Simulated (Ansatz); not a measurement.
**Ho (P6_3/mmc): lattice thermal conductivity**

Wanted: κ(T), lifetimes and mean free paths for Ho.

Main program and level: Ansatz 0.2.0; DFT PBE, scalar-relativistic, plane waves, norm-conserving pseudopotentials, 4f in core.

Most raw output is cut from this account.

## (1) Set-up

The structure is hexagonal, space group P6_3/mmc (No. 194). Conventional cell: a = 3.577 Å, b = 3.577 Å, c = 5.616 Å, α = 90.00°, β = 90.00°, γ = 120.00°. Nearest to Ho lie 12 Ho at 3.49 to 3.58 Å.

## (2) Probe on a coarse mesh

A cheap single point shows whether the cell is a metal or an insulator and how far it is from rest; that sets the k-mesh and the occupations of what follows.

input.yaml

```yaml
crystal:
  lattice:
    - [3.5773, 0.0, 0.0]
    - [-1.78865, 3.098032677, 0.0]
    - [0.0, 0.0, 5.6158]
  atoms:
    - { symbol: Ho, position: [0.3333333333, 0.6666666667, 0.25] }
    - { symbol: Ho, position: [0.6666666667, 0.3333333333, 0.75] }
kpoints:
  mp_grid: { grid: [6, 6, 4] }
hamiltonian:
  xc: pbe
  pseudopotentials:
    kind: nc
    azcp: { Ho: "pseudopotentials/pbe/nc/lanthanide_3plus/Ho.nc.azcp" }
scf:
  occupations: { method: gaussian, width: 0.1 }
  lower_state_search: "off"
output:
  forces: true
  stress: true
  eigenvalues: true
```

Launch:

```bash
> ansatz run input.yaml --threads 18 --pin off --max-ram 92160MiB --backend cuda --events-out ev --progress --plain --runs-dir out --max-vram 78GiB
```

It took 0.85 s on 1 × NVIDIA GB200 with 18 threads of Arm Neoverse V2, shared host; peak memory 1.1 GiB.

The files freeze the 4f shell of Ho into the core, so its moment is left out.

Numbers from this step:

```
pressure          : 0.09259 GPa
volume per atom   : 31.12 Å³/atom
gap on the k-mesh : 0 eV
```

The start is under 0.093 GPa at this level and looks like a metal on this mesh.

## (3) Finding the static equilibrium

Phonons are second derivatives about a minimum, so cell and atoms are relaxed first, inside the symmetry of the start.

input.yaml: that of step 2 with these lines changed.

```diff
@@ -9,3 +9,3 @@
 kpoints:
-  mp_grid: { grid: [6, 6, 4] }
+  mp_grid: { grid: [15, 15, 8] }
 hamiltonian:
@@ -22 +22,6 @@
   eigenvalues: true
+relax:
+  adjacent_minimum: "off"
+  f_tol: 0.005
+  max_steps: 80
+  cell: { stress_tol: 0.05 }
```

Elapsed: 7.3 s, on 1 × NVIDIA GB200 with 18 threads; peak memory 1 GiB; 29 s of CPU time.

Relaxation path:

```tsv
step	energy less that of the first step (eV)	largest force component (eV/Å)	pressure (GPa)	volume (Å³)
1	0.0000	0.0000	-0.11	62.24
2	-0.0011	0.0000	0.02	62.06
3	-0.0011	0.0000	-0.02	62.12
4*	-0.0011	0.0000	-0.02	62.12
```

Relaxation steps marked * repeat the geometry before them on a plane-wave basis chosen anew for their cell, so energy and pressure can jump there.

Forces are held to the 24 operations that the run works with; a distortion that breaks them can't arise in this run.

```tsv
conventional cell, symmetrised	before	after	change
a (Å)	3.577	3.589	+0.3 %
b (Å)	3.577	3.589	+0.3 %
c (Å)	5.616	5.569	-0.8 %
volume (Å³/atom)	31.12	31.06	-0.2 %
```

The relaxed structure:

```
Ho
1.0
     3.58902    0.00000    0.00000
    -1.79451    3.10818    0.00000
     0.00000    0.00000    5.56894
Ho
2
Direct
  0.33333 0.66667 0.25000
  0.66667 0.33333 0.75000
```

This step gave:

- pressure: -0.01604 GPa
- volume per atom: 31.06 Å³/atom

The relaxation ends with a pressure of -0.02 GPa.

## (4) Relaxing to small residual forces and stress

The thresholds are tightened for a last relaxation ahead of the phonons, and where mesh or smearing change with them the cell follows.

input.yaml, the sections that differ from step 3:

```yaml
crystal:
  lattice:
    - [3.5890159161, 0.0, 0.0]
    - [-1.794507958, 3.1081789579, 0.0]
    - [0.0, 0.0, 5.5689428854]
  atoms:
    - { symbol: Ho, position: [0.3333333333, 0.6666666667, 0.25] }
    - { symbol: Ho, position: [0.6666666667, 0.3333333333, 0.75] }
scf:
  occupations: { method: methfessel_paxton, width: 0.2 }
  lower_state_search: "off"
relax:
  adjacent_minimum: "off"
  f_tol: 0.001
  max_steps: 60
  cell: { stress_tol: 0.01 }
# kpoints, hamiltonian, output: as in step 3
```

The job ended after 2.3 s (1 × NVIDIA GB200 with 18 threads; peak memory 1.1 GiB; 8.1 s of CPU time).

Little changed from the start: no atom moved by 0.005 Å and no cell edge by 0.1 %.

This step gave:

- pressure: 0.002091 GPa
- volume per atom: 31.04 Å³/atom

The residual pressure is 0.0021 GPa, small enough for phonons.

## (5) A faulty attempt

This input was changed on purpose, to see how the program answers.

input.yaml

```yaml
crystal:
  lattice:
    - [3.5881644755, 0.0, 0.0]
    - [-1.7940822377, 3.1074415887, 0.0]
    - [0.0, 0.0, 5.5674638817]
  atoms:
    - { symbol: Ho, position: [0.3333333333, 0.6666666667, 0.25] }
    - { symbol: Ho, position: [0.6666666667, 0.3333333333, 0.75] }
kpoints:
  mp_grid: { grid: [14, 14, 8] }
hamiltonian:
  xc: pbe
  pseudopotentials:
    kind: nc
    azcp: { Ho: "pseudopotentials/pbe/nc/lanthanide_3plus/Ho.nc.azcp" }
scf:
  occupations: { method: methfessel_paxton, width: 0.2 }
  lower_state_search: "off"
  max_iter: 60
output:
  eigenvalues: true
phonons:
  supercell: [2, 2, 2]
  dielectric: false
  third_order: { supercell: [2, 2, 2], pair_cutoff: 5.1 }
  lattice_thermal_conductivity:
    qmesh: [11, 11, 5]
    temperatures: [300]
    isotope_mass_variance: [{ species: Ho, variance: 0.0 }]
```

The job ended after 0.04 s (18 threads; peak memory 0.053 GiB).

The input was rejected at the start.

The program's message: “Error: invalid value for `phonons.third_order.pair_cutoff`: 5.100 Å is not below 3.588 Å, half the shortest translation of the third-order supercell, so a pair of sites would have two images within it …”

The fault put into the input: a pair cutoff beyond half of the supercell.

## (6) Stability check by linear response

Third-order constants cost many supercell runs, so a linear-response run first checks that the crystal is harmonically stable.

input.yaml, the sections that differ from step 5:

```yaml
kpoints:
  mp_grid: { grid: [12, 12, 8] }
scf:
  occupations: { method: methfessel_paxton, width: 0.2 }
  lower_state_search: "off"
phonons:
  method: dfpt
  qmesh: [3, 3, 2]
  temperatures: { t_max: 1000, t_step: 50 }
  qpath:
    path:
      - [[0.0, 0.0, 0.0], [0.5, 0.0, 0.0], [0.33333333, 0.33333333, 0.0], [0.0, 0.0, 0.0], [0.0, 0.0, 0.5], [0.5, 0.0, 0.5], [0.33333333, 0.33333333, 0.5], [0.0, 0.0, 0.5]]
      - [[0.5, 0.0, 0.5], [0.5, 0.0, 0.0]]
      - [[0.33333333, 0.33333333, 0.0], [0.33333333, 0.33333333, 0.5]]
    npoints: 10
# crystal, hamiltonian, output: as in step 5
```

Wall time 5.8 s (1 × NVIDIA GB200 with 18 threads); peak memory 2.2 GiB; 16 s of CPU time.

Numbers from this step:

```yaml
gamma_frequencies: 0, 0, 0, 69.22, 69.22, 113.7 cm⁻¹ (negative: imaginary)
lowest_frequency_on_the_path: 0 cm⁻¹
zero_point_energy: 0.02871 eV/cell
point_group: 6/mmm
highest_frequency: 114.4 cm⁻¹
debye_temperature_from_the_second_moment: 149 K
```

No LO-TO term. The phonon branches at the labelled points (cm⁻¹):

```tsv
point	branch 1	branch 2	branch 3	branch 4	branch 5	branch 6
Γ	0	0	0	69	69	114
halfway	44	45	69	83	86	114
M	58	63	95	97	98	106
halfway	67	68	87	96	99	102
K	79	79	83	83	94	104
halfway	50	58	67	89	89	112
Γ	0	0	0	69	69	114
halfway	25	25	46	64	64	106
A	48	48	48	48	84	84
halfway	63	63	63	63	92	92
L	63	63	72	72	106	106
halfway	52	52	84	84	103	103
H	46	46	94	94	98	98
halfway	57	57	72	72	94	94
A	48	48	48	48	84	84
jump to L	63	63	72	72	106	106
halfway	57	60	84	88	102	108
M	58	63	95	97	98	106
jump to K	79	79	83	83	94	104
halfway	60	60	93	94	94	100
H	46	46	94	94	98	98
```

Tetrahedra on 21 21 12, mean over bins of 1 cm⁻¹. The phonon density of states by wavenumber; read off at these points:

wavenumber (cm⁻¹), phonon density of states (1/cm⁻¹/cell) and a bar:
```
      0.5      0.000 
      3.5      0.000 
      6.5      0.000 
      9.5      0.000 
     12.5      0.001 
     15.5      0.002 
     18.5      0.002 #
     22.5      0.004 #
     25.5      0.005 #
     28.5      0.007 #
     31.5      0.009 ##
     34.5      0.011 ##
     37.5      0.014 ###
     40.5      0.019 ####
     43.5      0.025 #####
     46.5      0.035 #######
     49.5      0.092 ###################
     52.5      0.091 ###################
     55.5      0.094 ####################
     57.5      0.096 ####################
     59.5      0.083 ##################
     62.5      0.087 ##################
     65.5      0.074 ################
     68.5      0.065 ##############
     71.5      0.078 ################
     74.5      0.084 ##################
     77.5      0.087 ##################
     80.5      0.101 #####################
     81.5      0.102 #####################
     83.5      0.089 ###################
     86.5      0.084 ##################
     89.5      0.088 ###################
     92.5      0.092 ###################
     96.5      0.090 ###################
     98.5      0.142 ##############################
     99.5      0.108 #######################
    102.5      0.127 ###########################
    105.5      0.099 #####################
    108.5      0.040 ########
    111.5      0.029 ######
    114.5      0.006 #
```

Lowest modes at the softest wavevector of the mesh; phase exp(i q.(R + tau)). Modes at q = (-0.333, -0.333, 0.500):

```tsv
mode	frequency (cm⁻¹)
1	46.5
2	46.5
3	93.7
4	93.7
5	98.0
6	98.0
```

Displacements in mode 1 (46.5 cm⁻¹), the largest set to 1, in the home cell (x, y, z of the real part, then of the imaginary part):
```
Ho1  0.00  0.00  1.00  0.00  0.00  0.00
Ho2  0.61 -0.35  0.00  0.35  0.61  0.00
```

Displacements in mode 5 (98.0 cm⁻¹), the largest set to 1, in the home cell (x, y, z of the real part, then of the imaginary part):
```
Ho1  0.02  0.03  1.00  0.03 -0.02  0.00
Ho2 -0.61  0.35 -0.01 -0.35 -0.61 -0.05
```

Harmonic. Thermo, by row:

```tsv
T (K)	F_vib (meV/atom)	S (J/mol-atom/K)	C_V (J/mol-atom/K)
0	14.36	0	0
50	12.48	10.84	16.72
100	3.02	24.71	22.4
150	-12.36	34.1	23.76
200	-31.9	41.01	24.27
250	-54.62	46.46	24.51
300	-79.89	50.94	24.64
350	-107.3	54.74	24.72
400	-136.5	58.05	24.77
450	-167.4	60.97	24.81
500	-199.7	63.58	24.83
550	-233.2	65.95	24.85
600	-268	68.11	24.86
650	-303.8	70.1	24.88
700	-340.6	71.95	24.89
750	-378.4	73.66	24.89
800	-416.9	75.27	24.9
850	-456.4	76.78	24.9
900	-496.5	78.2	24.91
950	-537.4	79.55	24.91
1000	-579	80.83	24.91
```

No mode is imaginary beyond numerical noise at the solved wavevectors.

## (7) Anharmonic force constants and conductivity

The supercell must be wider than twice the pair cutoff, and the number of displaced cells grows with the pairs inside it, which is where the cost lies.

input.yaml: that of step 6 with these lines changed.

```diff
@@ -21,4 +21,4 @@
 phonons:
-  method: dfpt
-  qmesh: [3, 3, 2]
+  method: fd
+  supercell: [3, 3, 2]
   temperatures: { t_max: 1000, t_step: 50 }
@@ -30 +30,7 @@
     npoints: 10
+  third_order: { supercell: [3, 3, 2], pair_cutoff: 3.738 }
+  lattice_thermal_conductivity:
+    qmesh: [19, 19, 11]
+    temperatures: [50.0, 100.0, 150.0, 200.0, 300.0, 400.0, 500.0, 600.0, 800.0, 1000.0]
+    isotope_mass_variance: [{ species: Ho, variance: 0.0 }]
+  dielectric: false
```

Wall time 8 min (1 × NVIDIA GB200 with 18 threads); peak memory 8.6 GiB.

This step gave:

```yaml
kappa_at_300_k_relaxation_time: 7.865 W/m/K
kappa_at_300_k_full_solution: 9.207 W/m/K
dipole_term: none
mean_free_path_at_half_of_kappa: 28.9 nm
share_of_kappa_above_the_three_lowest_branches: 0.327
third_order_blocks: 170
periodic_aliases_dropped: 12
largest_relative_sum_rule_correction: 0.1014
displaced_cells_third_order: 63
```

No LO-TO term. The phonon branches at the labelled points (cm⁻¹):

(Unchanged from step 6.)

W/m/K. Kappa, by row:

```tsv
T (K)	RTA xx	RTA yy	RTA zz	full xx	full yy	full zz	coherence part xx	coherence part yy	coherence part zz	ending	iterations	least Ritz value
50	35.49	35.49	49.8	41.19	41.19	59.61	0.02016	0.02016	0.1387	converged	10	0.464
100	19.75	19.75	28.12	22.86	22.86	33.55	0.03365	0.03365	0.1246	converged	10	0.465
150	13.51	13.51	19.28	15.62	15.62	22.99	0.03687	0.03687	0.1112	converged	10	0.465
200	10.23	10.23	14.62	11.83	11.83	17.42	0.03834	0.03834	0.09997	converged	10	0.465
300	6.881	6.881	9.834	7.95	7.95	11.72	0.04017	0.04017	0.08478	converged	10	0.465
400	5.184	5.184	7.407	5.987	5.987	8.821	0.04135	0.04135	0.07666	converged	10	0.465
500	4.161	4.161	5.944	4.804	4.804	7.076	0.04215	0.04215	0.07254	converged	10	0.465
600	3.477	3.477	4.966	4.013	4.013	5.911	0.04276	0.04276	0.07065	converged	10	0.465
800	2.621	2.621	3.744	3.023	3.023	4.453	0.04376	0.04376	0.07014	converged	10	0.465
1000	2.107	2.107	3.012	2.429	2.429	3.579	0.04473	0.04473	0.07148	converged	10	0.465
```

The lattice thermal conductivity by temperature:

```tsv
temperature (K)	RTA xx (W/m/K)	RTA zz (W/m/K)	full xx (W/m/K)	full zz (W/m/K)
50	35.5	49.8	41.2	59.6
100	19.8	28.1	22.9	33.5
150	13.5	19.3	15.6	23.0
200	10.2	14.6	11.8	17.4
300	6.88	9.83	7.95	11.7
400	5.18	7.41	5.99	8.82
500	4.16	5.94	4.80	7.08
600	3.48	4.97	4.01	5.91
800	2.62	3.74	3.02	4.45
1000	2.11	3.01	2.43	3.58
```

Phonopy on the run's constants, 19x19x11 mesh, Gaussian sigma 2.0 cm⁻¹. The modes, Ho by wavenumber; read off at these points:

```tsv
wavenumber (cm⁻¹)	modes, Ho (1/cm⁻¹/cell)
-5.0	7.8e-6
0.0	1.5e-4
5.0	3.7e-5
10.0	7.8e-4
15.0	0.00172
20.0	0.00335
25.0	0.00401
30.0	0.00848
35.0	0.0117
40.0	0.0189
45.0	0.0354
50.0	0.0828
55.0	0.0912
55.9	0.0913
60.0	0.0854
65.0	0.0775
70.0	0.0744
75.0	0.0824
80.0	0.0937
81.0	0.0940
85.0	0.0852
90.0	0.0895
95.0	0.0945
99.2	0.108
100.0	0.107
105.0	0.0987
110.0	0.0410
115.0	0.0115
120.0	8.0e-5
125.0	0
```

Distinct triplets, nearest first. Third order norms, by row:

```tsv
sites	side 1 (Å)	side 2 (Å)	side 3 (Å)	norm of the 27 components (eV/Å³)
Ho-Ho-Ho	0	0	0	4.001
Ho-Ho-Ho	0	3.47	3.47	3.634
Ho-Ho-Ho	3.47	3.47	3.59	0.419
Ho-Ho-Ho	0	3.59	3.59	3.485
Ho-Ho-Ho	3.59	3.59	3.59	0.417
Ho-Ho-Ho	3.59	3.59	3.59	0.473
```

RTA, 300 K. Kappa by branch, by row:

```tsv
branch (by rank)	mean frequency (THz)	mean rms speed (km/s)	median lifetime (ps)	share of kappa
1	1.53	0.93	6.29	0.098
2	1.74	1.17	13.8	0.221
3	2.24	1.2	22.6	0.354
4	2.5	0.88	19.8	0.177
5	2.75	0.81	7.63	0.133
6	3.13	0.56	2.58	0.018
```

The spectral kappa at 300 K by frequency; read off at these points; values in W/m/K/THz:

```tsv
frequency (THz)	relaxation time (W/m/K/THz)	full solution (W/m/K/THz)
0.05	0	0
0.15	0	0
0.25	0.311	0.313
0.45	1.10	1.05
0.55	0.629	0.642
0.65	1.46	1.51
0.75	0.300	0.285
0.85	0.686	0.714
0.95	0.793	0.889
1.15	0.533	0.741
1.25	0.798	1.21
1.35	0.931	1.38
1.45	0.813	1.21
1.55	1.69	2.31
1.65	2.63	3.43
1.85	5.50	6.32
1.95	6.34	7.18
2.05	6.93	7.88
2.15	7.89	8.79
2.25	7.25	7.95
2.35	7.49	8.43
2.55	4.65	5.22
2.65	3.09	3.84
2.75	2.06	2.77
2.85	0.76	1.14
2.95	0.575	1.01
3.05	0.188	0.225
3.25	0.0931	0.265
3.35	0.0213	0.0440
3.45	2.8e-4	-0.00270
```

Relaxation-time solution. Share of κ carried by shorter paths against mean free path:

```tsv
mean free path (nm)	50 K	300 K	1000 K
0.316	0	0	0.001
0.464	0	0	0.003
0.681	0	0	0.006
1	0	0.001	0.013
1.47	0	0.003	0.025
2.15	0	0.006	0.054
3.16	0	0.011	0.103
4.64	0	0.023	0.189
6.81	0.001	0.046	0.332
10	0.002	0.092	0.624
14.7	0.004	0.172	0.807
21.5	0.008	0.315	0.898
31.6	0.017	0.575	0.958
46.4	0.038	0.793	0.985
68.1	0.08	0.887	0.985
100	0.17	0.95	1
147	0.314	0.982	1
215	0.558	0.985	1
316	0.759	1	1
464	0.869	1	1
681	0.926	1	1
1000	0.943	1	1
1470	0.974	1	1
2150	0.983	1	1
3160	1	1	1
```

300 K; a sample spread over frequency. Mode lifetimes, by row, the first 40 of 90 rows:

```tsv
q1	q2	q3	branch	frequency (THz)	rms speed (km/s)	three-phonon rate (1/ps)	isotope rate (1/ps)	lifetime (ps)	mean free path (nm)
0	0	0.0909	1	0.281	1.71	0.00703	0	142	244
0	0.1053	0	2	0.658	1.81	0.0503	0	19.9	35.9
0	0.0526	0.2727	2	0.911	1.72	0.0935	0	10.7	18.4
0	0.1053	0.0909	3	1.056	2.68	0.0841	0	11.9	31.8
0	0.2105	0	1	1.167	1.39	0.116	0	8.61	12
0.1053	0.1579	0	1	1.252	1.34	0.133	0	7.51	10
0.0526	0.1053	0.3636	1	1.35	1.5	0.199	0	5.03	7.53
0.0526	0.1053	0.3636	2	1.387	1.48	0.24	0	4.17	6.18
0.3158	0.3158	0.4545	2	1.435	0.68	0.239	0	4.19	2.86
0.2105	0.2105	0.2727	1	1.457	0.41	0.273	0	3.67	1.52
0.2632	0.3684	0.4545	2	1.476	0.94	0.219	0	4.57	4.28
0	0.1053	0.4545	2	1.509	1.53	0.211	0	4.74	7.23
0	0	0.4545	4	1.535	1.23	0.136	0	7.35	9.05
0	0.3158	0.0909	2	1.549	0.93	0.117	0	8.53	7.95
0.1579	0.2632	0.4545	1	1.577	1.02	0.212	0	4.72	4.84
0.0526	0.1579	0	3	1.609	2.2	0.126	0	7.94	17.4
0.2105	0.2632	0.1818	1	1.632	1.13	0.173	0	5.78	6.53
0.2105	0.2632	0.4545	2	1.655	1.26	0.201	0	4.98	6.29
0.1053	0.2105	0.4545	1	1.672	1.16	0.266	0	3.76	4.37
0.2632	0.3158	0.3636	2	1.687	1.48	0.177	0	5.65	8.39
0.0526	0.3158	0.1818	2	1.719	1.05	0.0651	0	15.4	16.2
0.0526	0.2632	0.4545	1	1.74	1.3	0.257	0	3.9	5.08
0	0.0526	0.3636	4	1.762	1.11	0.099	0	10.1	11.3
0	0.4211	0.0909	2	1.789	0.59	0.0794	0	12.6	7.45
0.0526	0.0526	0.3636	3	1.801	1.12	0.0869	0	11.5	12.9
0.1579	0.2105	0	2	1.834	1.44	0.022	0	45.4	65.3
0.0526	0.1579	0.4545	3	1.864	1.15	0.0697	0	14.4	16.5
0.1579	0.2105	0.2727	2	1.885	0.88	0.0324	0	30.8	27.2
0.3158	0.3158	0.1818	1	1.906	1.61	0.0934	0	10.7	17.3
0	0.4737	0.3636	2	1.93	0.74	0.0418	0	23.9	17.8
0.1579	0.3158	0	2	1.965	1.13	0.0305	0	32.8	37
0.1579	0.2632	0.1818	2	1.987	1.04	0.0244	0	41	42.8
0	0.1053	0.2727	5	2.011	1.06	0.0675	0	14.8	15.6
0.0526	0.2105	0.4545	4	2.028	1.24	0.043	0	23.2	28.9
0.2632	0.3684	0.0909	1	2.058	1.57	0.0471	0	21.2	33.2
0.0526	0.1579	0.3636	4	2.091	1.23	0.0392	0	25.5	31.4
0.2105	0.2632	0.1818	2	2.123	0.68	0.0261	0	38.3	25.9
0	0.1579	0.3636	5	2.143	1.96	0.0317	0	31.6	61.7
0.0526	0.1579	0.2727	4	2.168	1.12	0.0409	0	24.4	27.5
0.1053	0.3684	0.3636	3	2.191	0.79	0.0385	0	26	20.5
```

Without the LO-TO term. Gamma linewidths, by row:

```tsv
branch	frequency (cm⁻¹)	three-phonon rate (1/ps)	isotope rate (1/ps)	FWHM (cm⁻¹)
4	69.2	0.0732	0	0.389
5	69.2	0.0732	0	0.389
6	113.7	0.544	0	2.89
```

W/m/K, third of the trace; RTA populations with a boundary rate v/L added to each mode (Matthiessen's rule). Kappa by grain size, by row:

```tsv
T (K)	bulk	10 nm	30 nm	100 nm	300 nm	1000 nm	10000 nm	100000 nm
100	22.48	2.818	6.271	11.9	16.85	20.24	22.21	22.45
300	7.81	2.232	4.022	5.914	6.995	7.533	7.781	7.807
600	3.921	1.672	2.603	3.353	3.699	3.85	3.914	3.92
```

At 300 K the relaxation-time value is 7.87 W/(m K).

## (8) Summary of results

| Property | Result |
| --- | --- |
| highest frequency | 114.4 cm⁻¹ |
| Debye temperature from the second moment | 149 K |
| κ at 300 K (relaxation time) | 7.865 W/m/K |
| κ at 300 K (full solution) | 9.207 W/m/K |
| mean free path at half of κ | 28.9 nm |
| share of κ above the three lowest branches | 0.327 |

What this shows: The lattice of Ho conducts 9.21 W/(m K) at 300 K by PBE (mean over directions, full solution). The full solution lies +17 % from the relaxation-time value at 300 K, a sign that momentum-conserving scattering matters. Above 300 K the relaxation-time κ falls as T^-0.98, near the 1/T law of three-phonon scattering. The tensor is anisotropic, with a ratio of 1.5 between its largest and smallest diagonal entries. Grains of 100 nm would keep 76 % of the bulk value at 300 K, and grains of 1 µm 96 %. This is a metal: electrons carry heat too and also scatter phonons, and neither is in this figure, so it is the lattice part alone, without the scattering by electrons that would lower it. The sum rules changed one orbit of cubic constants by up to 10 %; by the manual a large change points to a short cutoff or, on a small and distant orbit, to noisy forces. Below 100 K the values hang on the q-mesh and, in a real crystal, on its size. The conductivities include the coherence part between close branches; the shares for grains, isotopes, branches and paths are of the relaxation-time populations alone. Cubic couplings among atoms farther apart than the pair cutoff are dropped, and neither the cutoff nor the q-mesh was shown to be converged here. The 4f electrons are frozen in the core as for a trivalent ion, so valence changes and magnetic order are left out.

[Logs are printed without paths, hosts, clocks, repeated set-up lines and the standing remarks that a program may print on its own settings, such as how far it seeks lower states.]

[Hosts, paths, dates, database ids (printed as entryN), source tags and the programs' standing remarks are cut or masked in the printed files.]

[A step with changed settings may run another functional than the one named; its input shows which.]
